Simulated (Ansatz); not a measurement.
# What AgF (model cell, started as zinc blende) distorts into, part 2 of 3

Which phase does AgF (model cell, started as zinc blende) fall into along its unstable mode, and how much energy does it gain?

Ansatz 0.2.0; DFT PBEsol, scalar-relativistic, plane waves, PAW.

So far, highest frequency on the path or at a solved wavevector (cm⁻¹): step 2 (the dispersion) 287. Also lowest frequency on the path (cm⁻¹): step 2 -53.9.

The structure was built from a prototype and need not be the compound's stable phase.

### 3. The mode frozen in, largest atomic shift 0 Å

The mode followed lies at q = (0.25, -0.5, -0.25) with frequency 53.9i cm⁻¹, the softest among the wavevectors solved. At small amplitude the distorted cell has space group no. 121 by a symmetry search on the positions. The undistorted cell that holds it gives the zero of energy on the same k mesh.

System of this step: AgF (model cell, started as zinc blende). It takes space group F-43m (No. 216, cubic). Conventional cell: a = 5.322 Å, b = 5.322 Å, c = 5.322 Å, α = 90.00°, β = 90.00°, γ = 90.00°. Nearest to Ag lie 4 F at 2.30 Å. Nearest to F lie 4 Ag at 2.30 Å. Farther neighbours and most contacts between anions are not listed.

Input file input.yaml:

```yaml
crystal:
  lattice:
    - [0.0, 0.0, -5.32182406]
    - [5.32182406, 0.0, 0.0]
    - [2.66091203, -5.32182406, -2.66091203]
  atoms:
    - { symbol: Ag, position: [0.75, 0.25, 0.5] }
    - { symbol: Ag, position: [0.25, 0.75, 0.5] }
    - { symbol: Ag, position: [0.5, 0.5, 0.0] }
    - { symbol: Ag, position: [0.0, 0.0, 0.0] }
    - { symbol: F, position: [0.625, 0.625, 0.25] }
    - { symbol: F, position: [0.125, 0.125, 0.25] }
    - { symbol: F, position: [0.375, 0.875, 0.75] }
    - { symbol: F, position: [0.875, 0.375, 0.75] }
kpoints:
  mp_grid: { grid: [8, 8, 8] }
hamiltonian:
  xc: pbesol
scf:
  occupations: { method: methfessel_paxton, width: 0.15 }
output:
  forces: true
  stress: true
  eigenvalues: true
```

Command:

```sh
> ansatz run input.yaml --threads 4 --pin off --max-ram 7168MiB --backend cpu --events-out ev --progress --plain --runs-dir out
```

Numbers of over 12 decimals in the logs are rounded to 6 here.

Output:

```text
[...]
Crystal: 8 atoms, lattice volume = 150.724 Å³
Basis set: ecut = 420 eV, 2913 PW (Γ), exchange–correlation on 72×72×90 points (8 copies of the dense FFT grid, shifted against one another)
Bands: 63, of which v1, the nominal top of the filled ones, is band 52 counted from 1 (51 counted from 0)
Symmetry: 32 space group operations
[...]
k-points: 59 of 512 (time reversal used)
[...]
k-point 0: bands = [... 48 lower, 5.5309, 5.8762, 5.9880, 5.9880, 5.9880, 11.5410, 12.4217, 12.5312, ... 5 higher]
  k-point 1: bands = [... 48 lower, 5.5022, 5.8203, 5.9662, 5.9662, 6.1539, 10.7749, 12.5120, 12.5120, ... 5 higher]
  k-point 2: bands = [... 48 lower, 5.4221, 5.7402, 5.9020, 5.9020, 6.5479, 9.7458, 12.0563, 12.0563, ... 5 higher]
  k-point 58: bands = [... 48 lower, 5.6826, 5.6826, 5.6826, 5.6826, 9.8806, 9.8806, 9.8806, 9.8806, ... 5 higher]
[key lines of the parts left out:]
SCF converged after 6 iterations
Free energy (F): -33285.308693 eV
Fermi energy:    6.022911 eV
P = ⅓ Tr σ = -0.0103 GPa (-0.103 kbar)
```

Run time: 9.1 s. Hardware: 4 threads of Arm Neoverse V2, shared host; peak memory 0.69 GiB; 36 s of CPU time.

This step gave:

| Item | Value |
| --- | --- |
| pressure | -0.01032 GPa |
| energy from the undistorted cell | 0 meV/atom |

The run ends at a pressure of -0.01 GPa.

### 4. The mode frozen in, largest atomic shift 0.45 Å

The atoms are moved along the unstable eigenvector, the largest shift by 0.45 Å, with the cell fixed.

input.yaml, the sections that differ from step 3:

```yaml
crystal:
  lattice:
    - [0.0, 0.0, -5.32182406]
    - [5.32182406, 0.0, 0.0]
    - [2.66091203, -5.32182406, -2.66091203]
  atoms:
    - { symbol: Ag, position: [0.7997643295, 0.2997643295, 0.5] }
    - { symbol: Ag, position: [0.2002356705, 0.7002356705, 0.5] }
    - { symbol: Ag, position: [0.4502356705, 0.5497643295, 0.0] }
    - { symbol: Ag, position: [0.0497643295, -0.0497643295, 0.0] }
    - { symbol: F, position: [0.625, 0.625, 0.25] }
    - { symbol: F, position: [0.125, 0.125, 0.25] }
    - { symbol: F, position: [0.417278737, 0.917278737, 0.6654425259] }
    - { symbol: F, position: [0.832721263, 0.332721263, 0.8345574741] }
# kpoints, hamiltonian, scf, output: as in step 3
```

Output:

```text
[...]
Crystal: 8 atoms, lattice volume = 150.724 Å³
Basis set: ecut = 420 eV, 2913 PW (Γ), exchange–correlation on 72×72×90 points (8 copies of the dense FFT grid, shifted against one another)
Bands: 63, of which v1, the nominal top of the filled ones, is band 52 counted from 1 (51 counted from 0)
Symmetry: 8 space group operations
[...]
k-points: 59 of 512 (time reversal used)
[...]
k-point 0: bands = [... 48 lower, 5.3646, 5.4466, 5.6542, 5.6542, 5.8777, 10.7004, 11.4821, 12.4797, ... 6 higher]
  k-point 1: bands = [... 48 lower, 5.3461, 5.3680, 5.6708, 5.6708, 6.0538, 10.0072, 12.2343, 12.4568, ... 6 higher]
  k-point 2: bands = [... 48 lower, 5.3208, 5.3208, 5.7025, 5.7025, 6.4454, 9.1240, 12.0955, 12.4097, ... 6 higher]
  k-point 58: bands = [... 48 lower, 5.3236, 5.4560, 5.4956, 5.4956, 8.8357, 9.7407, 9.8948, 9.8948, ... 6 higher]
[key lines of the parts left out:]
SCF converged after 8 iterations
Free energy (F): -33285.528458 eV
Fermi energy:    5.757888 eV
P = ⅓ Tr σ = -3.4401 GPa (-34.401 kbar)
```

Elapsed: 11 s, on 4 threads; peak memory 0.69 GiB.

Numbers from this step:

| Property | Result |
| --- | --- |
| pressure | -3.440 GPa |
| gap on the k-mesh | 0.1420 eV |
| energy from the undistorted cell | -27.45 meV/atom |

The energy, extrapolated to zero smearing, is -27.45 meV/atom against the undistorted cell.

The run ends at a pressure of -3.44 GPa, with forces up to 0.24 eV/Å.

### 5. Energy along the mode, all amplitudes (two of the runs are shown above)

An imaginary frequency means negative curvature, so the energy should fall and then rise again as anharmonic terms take over.

This step gave:

```yaml
depth_at_the_lowest_point_sampled: 27.45 meV/atom
largest_atomic_shift_at_that_point: 0.45 Å
```

Energy from the parent against largest atomic shift:

```
largest atomic shift (Å)  energy from the parent (meV/atom)
                   0.000                                  0
                   0.040                             -0.367
                   0.080                              -1.45
                   0.140                              -4.34
                   0.220                              -10.1
                   0.320                              -18.8
                   0.450                              -27.5
                   0.600                              -17.2
```

Displacement at unit largest shift by atom:

```
atom  x (Å)  y (Å)  z (Å)  size
 Ag1   0.59   0.00  -0.59  0.83
 Ag2  -0.59   0.00   0.59  0.83
 Ag3   0.59   0.00   0.59  0.83
 Ag4  -0.59   0.00  -0.59  0.83
  F5   0.00   0.00   0.00  0.00
  F6   0.00   0.00   0.00  0.00
  F7   0.00   1.00   0.00  1.00
  F8   0.00  -1.00   0.00  1.00
```

The lowest of the steps tried is at 0.45 Å, 27.5 meV/atom below the parent; the bottom of the well need not coincide with a step.

### 6. Relaxation from the frozen mode

Starting from the lowest point found, all atoms and the cell are let go, so that strain and other modes of the same symmetry can join in.

Edit input.yaml of step 4 so:

```diff
@@ -24 +24,6 @@
   eigenvalues: true
+relax:
+  adjacent_minimum: "off"
+  f_tol: 0.002
+  max_steps: 120
+  cell: { stress_tol: 0.03 }
```

Output:

```text
[...]
Crystal: 8 atoms, lattice volume = 150.724 Å³
Basis set: ecut = 420 eV, 2913 PW (Γ), exchange–correlation on 72×72×90 points (8 copies of the dense FFT grid, shifted against one another)
Bands: 63, of which v1, the nominal top of the filled ones, is band 52 counted from 1 (51 counted from 0)
Symmetry: 8 space group operations
[...]
k-points: 59 of 512 (time reversal used)
[...]
SCF iter   1: F=—  HF=-33285.572728 eV  |F-HF|=—  |Δ(HF+E_count)|=         —  Δρ=1.32e-2  dr2=1.84e-1  ethr=1.77e-3  ⟨swp⟩=5.3  Hψ=11679  notcnv=0  defer=62
[...]
SCF iter   8: F=-33285.528458 eV  HF=-33285.528458 eV  |F-HF|=1.83e-9  |Δ(HF+E_count)|=   1.79e-8  S|Δr|=    0.00e0  Δρ=3.18e-6  dr2=1.10e-8  ethr=9.62e-11  ⟨swp⟩=9.4  Hψ=15175  notcnv=0
SCF 1 converged in 8 iterations: F = -33285.528458 eV  dr2 = 1.10e-8
[...]
relax step   1: F+E_penalty+E_count = -33285.52845780 eV  Δ(F+E_penalty+E_count) = +0.000e0 eV  max|allowed force component| = 2.399e-1 eV/Å  Δτ_max = 0.0000 Å  P = -3.440 GPa  Ω = 150.724 Å³  (8 SCF iters, dr2 threshold 1.00e-7 eV, accepted)
Crystal: 8 atoms, lattice volume = 139.943 Å³
Basis set: ecut = 420 eV, 2761 PW (Γ), exchange–correlation on 72×72×90 points (8 copies of the dense FFT grid, shifted against one another)
[...]
SCF iter   8: F=-33285.721668 eV  HF=-33285.721668 eV  |F-HF|=1.81e-7  |Δ(HF+E_count)|=   1.28e-6  S|Δr|=    0.00e0  Δρ=2.59e-5  dr2=3.48e-7  ethr=7.69e-10  ⟨swp⟩=9.2  Hψ=16084  notcnv=0
SCF 2 converged in 8 iterations: F = -33285.721668 eV  dr2 = 3.48e-7
relax step   2: F+E_penalty+E_count = -33285.72166768 eV  Δ(F+E_penalty+E_count) = -1.932e-1 eV  max|allowed force component| = 5.877e-2 eV/Å  Δτ_max = 0.0677 Å  P = -0.335 GPa  Ω = 139.943 Å³  energy of the carried Pulay correction = +2.607e-2 eV  (8 SCF iters, dr2 threshold 8.00e-7 eV, accepted)
Crystal: 8 atoms, lattice volume = 138.018 Å³
Basis set: ecut = 420 eV, 2705 PW (Γ), exchange–correlation on 72×72×90 points (8 copies of the dense FFT grid, shifted against one another)
[...]
SCF iter   8: F=-33285.730086 eV  HF=-33285.730086 eV  |F-HF|=6.48e-7  |Δ(HF+E_count)|=   1.22e-6  S|Δr|=    0.00e0  Δρ=1.20e-5  dr2=3.32e-7  ethr=7.13e-10  ⟨swp⟩=3.4  Hψ=13565  notcnv=0
SCF 3 converged in 8 iterations: F = -33285.730086 eV  dr2 = 3.32e-7
relax step   3: F+E_penalty+E_count = -33285.73008639 eV  Δ(F+E_penalty+E_count) = -8.419e-3 eV  max|allowed force component| = 4.489e-2 eV/Å  Δτ_max = 0.0330 Å  P = +0.195 GPa  Ω = 138.018 Å³  energy of the carried Pulay correction = +3.093e-2 eV  (8 SCF iters, dr2 threshold 7.41e-7 eV, accepted)
[... from here on, the SCF cycles and remarks between the steps are left out ...]
relax step   4: F+E_penalty+E_count = -33285.73329435 eV  Δ(F+E_penalty+E_count) = -3.208e-3 eV  max|allowed force component| = 3.819e-3 eV/Å  Δτ_max = 0.0078 Å  P = +0.040 GPa  Ω = 138.350 Å³  energy of the carried Pulay correction = +3.009e-2 eV  (6 SCF iters, dr2 threshold 3.91e-7 eV, accepted)
relax step   5: F+E_penalty+E_count = -33285.74322991 eV  Δ(F+E_penalty+E_count) = -9.936e-3 eV  max|allowed force component| = 3.470e-2 eV/Å  Δτ_max = 0.0292 Å  P = -0.114 GPa  Ω = 138.180 Å³  energy of the carried Pulay correction = +3.052e-2 eV  (8 SCF iters, dr2 threshold 1.62e-7 eV, accepted)
relax step   6: F+E_penalty+E_count = -33285.75460382 eV  Δ(F+E_penalty+E_count) = -1.137e-2 eV  max|allowed force component| = 3.948e-2 eV/Å  Δτ_max = 0.0754 Å  P = -0.270 GPa  Ω = 136.112 Å³  energy of the carried Pulay correction = +3.581e-2 eV  (8 SCF iters, dr2 threshold 1.06e-7 eV, accepted)
relax step   7: F+E_penalty+E_count = -33285.76282248 eV  Δ(F+E_penalty+E_count) = -8.219e-3 eV  max|allowed force component| = 1.119e-2 eV/Å  Δτ_max = 0.0385 Å  P = -0.146 GPa  Ω = 134.484 Å³  energy of the carried Pulay correction = +4.003e-2 eV  (8 SCF iters, dr2 threshold 2.73e-7 eV, accepted)
relax step   8: F+E_penalty+E_count = -33285.76679468 eV  Δ(F+E_penalty+E_count) = -3.972e-3 eV  max|allowed force component| = 8.772e-3 eV/Å  Δτ_max = 0.0249 Å  P = -0.021 GPa  Ω = 133.362 Å³  energy of the carried Pulay correction = +4.296e-2 eV  (8 SCF iters, dr2 threshold 6.68e-8 eV, accepted)
relax step   9: F+E_penalty+E_count = -33285.77024824 eV  Δ(F+E_penalty+E_count) = -3.454e-3 eV  max|allowed force component| = 4.304e-3 eV/Å  Δτ_max = 0.0323 Å  P = +0.030 GPa  Ω = 132.167 Å³  energy of the carried Pulay correction = +4.612e-2 eV  (10 SCF iters, dr2 threshold 4.81e-9 eV, accepted)
relax step  10: F+E_penalty+E_count = -33285.76984803 eV  Δ(F+E_penalty+E_count) = +4.002e-4 eV  max|allowed force component| = 6.015e-3 eV/Å  Δτ_max = 0.0030 Å  P = -0.054 GPa  Ω = 132.321 Å³  energy of the carried Pulay correction = +4.571e-2 eV  (8 SCF iters, dr2 threshold 5.03e-9 eV, accepted)
relax step  11: F+E_penalty+E_count = -33285.77000245 eV  Δ(F+E_penalty+E_count) = -1.544e-4 eV  max|allowed force component| = 2.899e-4 eV/Å  Δτ_max = 0.0015 Å  P = -0.001 GPa  Ω = 132.274 Å³  energy of the carried Pulay correction = +4.583e-2 eV  (7 SCF iters, dr2 threshold 7.24e-9 eV, accepted)
relax step  12: F+E_penalty+E_count = -33285.75903931 eV  Δ(F+E_penalty+E_count) = +1.096e-2 eV  max|allowed force component| = 3.526e-4 eV/Å  Δτ_max = 0.0000 Å  P = -0.176 GPa  Ω = 132.274 Å³  stress off target by 3.69e-1 GPa  SCF on the basis re-selected at this cell (its energy is not comparable with the rows above)  (8 SCF iters)
relax step  13: F+E_penalty+E_count = -33285.77234144 eV  Δ(F+E_penalty+E_count) = -1.330e-2 eV  max|allowed force component| = 1.277e-2 eV/Å  Δτ_max = 0.0996 Å  P = +0.212 GPa  Ω = 128.194 Å³  energy of the carried Pulay correction = +1.039e-2 eV  (9 SCF iters, dr2 threshold 3.41e-7 eV, accepted)
relax step  14: F+E_penalty+E_count = -33285.76773510 eV  Δ(F+E_penalty+E_count) = +4.606e-3 eV  max|allowed force component| = 7.361e-2 eV/Å  Δτ_max = 0.0130 Å  P = -0.507 GPa  Ω = 130.005 Å³  energy of the carried Pulay correction = +5.778e-3 eV  (8 SCF iters, dr2 threshold 3.04e-7 eV, accepted)
relax step  15: F+E_penalty+E_count = -33285.77027373 eV  Δ(F+E_penalty+E_count) = -2.539e-3 eV  max|allowed force component| = 5.969e-3 eV/Å  Δτ_max = 0.0236 Å  P = +0.017 GPa  Ω = 129.777 Å³  energy of the carried Pulay correction = +6.385e-3 eV  (7 SCF iters, dr2 threshold 6.56e-7 eV, accepted)
relax step  16: F+E_penalty+E_count = -33285.77050273 eV  Δ(F+E_penalty+E_count) = -2.290e-4 eV  max|allowed force component| = 1.648e-3 eV/Å  Δτ_max = 0.0043 Å  P = +0.003 GPa  Ω = 129.699 Å³  energy of the carried Pulay correction = +6.588e-3 eV  (9 SCF iters, dr2 threshold 2.23e-9 eV, accepted)
relax step  17: F+E_penalty+E_count = -33285.76685776 eV  Δ(F+E_penalty+E_count) = +3.645e-3 eV  max|allowed force component| = 1.489e-3 eV/Å  Δτ_max = 0.0000 Å  P = -0.038 GPa  Ω = 129.699 Å³  stress off target by 1.74e-1 GPa  SCF on the basis re-selected at this cell (its energy is not comparable with the rows above)  (8 SCF iters)
relax step  18: F+E_penalty+E_count = -33285.77026265 eV  Δ(F+E_penalty+E_count) = -3.405e-3 eV  max|allowed force component| = 1.195e-3 eV/Å  Δτ_max = 0.0210 Å  P = +0.013 GPa  Ω = 128.862 Å³  energy of the carried Pulay correction = +2.203e-3 eV  (7 SCF iters, dr2 threshold 7.54e-8 eV, accepted)
relax step  19: F+E_penalty+E_count = -33285.76885404 eV  Δ(F+E_penalty+E_count) = +1.409e-3 eV  max|allowed force component| = 1.303e-3 eV/Å  Δτ_max = 0.0000 Å  P = +0.001 GPa  Ω = 128.862 Å³  stress off target by 7.34e-2 GPa  SCF on the basis re-selected at this cell (its energy is not comparable with the rows above)  (8 SCF iters)
relax step  20: F+E_penalty+E_count = -33285.77017106 eV  Δ(F+E_penalty+E_count) = -1.317e-3 eV  max|allowed force component| = 1.474e-3 eV/Å  Δτ_max = 0.0106 Å  P = +0.004 GPa  Ω = 128.480 Å³  energy of the carried Pulay correction = +1.012e-3 eV  (8 SCF iters, dr2 threshold 1.35e-8 eV, accepted)
relax step  21: F+E_penalty+E_count = -33285.76916631 eV  Δ(F+E_penalty+E_count) = +1.005e-3 eV  max|allowed force component| = 1.379e-3 eV/Å  Δτ_max = 0.0000 Å  P = -0.001 GPa  Ω = 128.480 Å³  stress off target by 4.52e-2 GPa  SCF on the basis re-selected at this cell (its energy is not comparable with the rows above)  (7 SCF iters)
relax step  22: F+E_penalty+E_count = -33285.76911851 eV  Δ(F+E_penalty+E_count) = +4.781e-5 eV  max|allowed force component| = 2.231e-3 eV/Å  Δτ_max = 0.0028 Å  P = -0.033 GPa  Ω = 128.521 Å³  energy of the carried Pulay correction = -1.145e-4 eV  (9 SCF iters, dr2 threshold 5.10e-9 eV, accepted)
relax step  23: F+E_penalty+E_count = -33285.76952579 eV  Δ(F+E_penalty+E_count) = -4.073e-4 eV  max|allowed force component| = 3.928e-4 eV/Å  Δτ_max = 0.0024 Å  P = +0.002 GPa  Ω = 128.380 Å³  energy of the carried Pulay correction = +2.701e-4 eV  (9 SCF iters, dr2 threshold 3.50e-9 eV, accepted)
[...]
SCF iter   6: F=-33285.769325 eV  HF=-33285.769325 eV  |F-HF|=7.28e-12  |Δ(HF+E_count)|=  7.28e-12  S|Δr|=    0.00e0  Δρ=1.32e-7  dr2=1.92e-11  ethr=1.00e-12  ⟨swp⟩=4.2  Hψ=15664  notcnv=0
SCF 24 converged in 6 iterations: F = -33285.769325 eV  dr2 = 1.92e-11
relax step  24: F+E_penalty+E_count = -33285.76932481 eV  Δ(F+E_penalty+E_count) = +2.010e-4 eV  max|allowed force component| = 4.266e-4 eV/Å  Δτ_max = 0.0000 Å  P = -0.001 GPa  Ω = 128.380 Å³  stress off target by 2.07e-2 GPa  SCF on the basis re-selected at this cell (its energy is not comparable with the rows above)  (6 SCF iters)
[...]
SCF converged after 6 iterations
[...]
Free energy (F): -33285.769325 eV
[...]
Internal energy: -33285.780911 eV  (E = F + TS)
E sigma→0 (E₀):  -33285.772221 eV
Entropy (-TS):   0.011586 eV (1.448 meV/atom)
Fermi energy:    7.840828 eV
[...]
--- Forces (eV/Å), atoms counted from 1 ---
  atom   1  Ag    -0.00001472    -0.00022402     0.00001472
  atom   2  Ag     0.00001472    -0.00022402    -0.00001472
  atom   3  Ag    -0.00001472     0.00022402    -0.00001472
  atom   4  Ag     0.00001472     0.00022402     0.00001472
  atom   5  F      0.00000000     0.00000000     0.00000000
  atom   6  F      0.00000000     0.00000000     0.00000000
  atom   7  F      0.00000000     0.00042658     0.00000000
  atom   8  F      0.00000000    -0.00042658     0.00000000
  max |Σ_I F_I| component: 1.73e-17 eV/Å
--- Stress (GPa, compression-positive) ---
        0.008819       0.000000       0.000000
        0.000000      -0.020728       0.000000
        0.000000       0.000000       0.008819
  P = ⅓ Tr σ = -0.0010 GPa (-0.010 kbar)
--- Band table (eV; the first three rows and the last of 59) ---
  k-point 0: bands = [... 48 lower, 7.3943, 7.6449, 7.6808, 7.6808, 7.8447, 13.1632, 14.5581, 14.5581, ... 7 higher]
  k-point 1: bands = [... 48 lower, 7.3793, 7.4776, 7.7065, 7.7065, 8.1615, 12.6111, 14.4303, 14.4303, ... 7 higher]
  k-point 2: bands = [... 48 lower, 7.3567, 7.3567, 7.7652, 7.7652, 8.6985, 11.6733, 14.2606, 14.2606, ... 7 higher]
  k-point 58: bands = [... 48 lower, 7.3954, 7.4052, 7.4532, 7.4532, 10.6349, 11.9382, 11.9382, 12.0345, ... 7 higher]
--- Relaxed structure (19 steps of the walk, 19 accepted, 5 SCFs on fresh bases) ---
  F+E_penalty+E_count = -33285.76932481 eV   max|allowed force component| = 4.266e-4 eV/Å   (the final SCF, on the basis selected at the relaxed cell)
  cell:  # Å, volume = 128.3801 Å³
    - [0.0, 0, -5.485407]
    - [5.485407, 0.0, 0.0]
    - [2.742703, -4.266581, -2.742703]
  atoms:
    - { symbol: Ag, position: [0.807435, 0.307435, 0.508808] }
    - { symbol: Ag, position: [0.183757, 0.683757, 0.508808] }
    - { symbol: Ag, position: [0.442565, 0.566243, -0.0088079] }
    - { symbol: Ag, position: [0.066243, -0.057435, -0.0088079] }
    - { symbol: F, position: [0.625, 0.625, 0.250000] }
    - { symbol: F, position: [0.125000, 0.125000, 0.250000] }
    - { symbol: F, position: [0.453788, 0.953788, 0.592425] }
    - { symbol: F, position: [0.796212, 0.296212, 0.907575] }
```

It took 5.3 min on 4 threads; peak memory 0.75 GiB.

[end of part 2 of 3]

[Logs are printed without paths, hosts, clocks, repeated set-up lines and the standing remarks that a program may print on its own settings, such as how far it seeks lower states.]

[Hosts, paths, dates, database ids (printed as entryN), source tags and the programs' standing remarks are cut or masked in the printed files.]
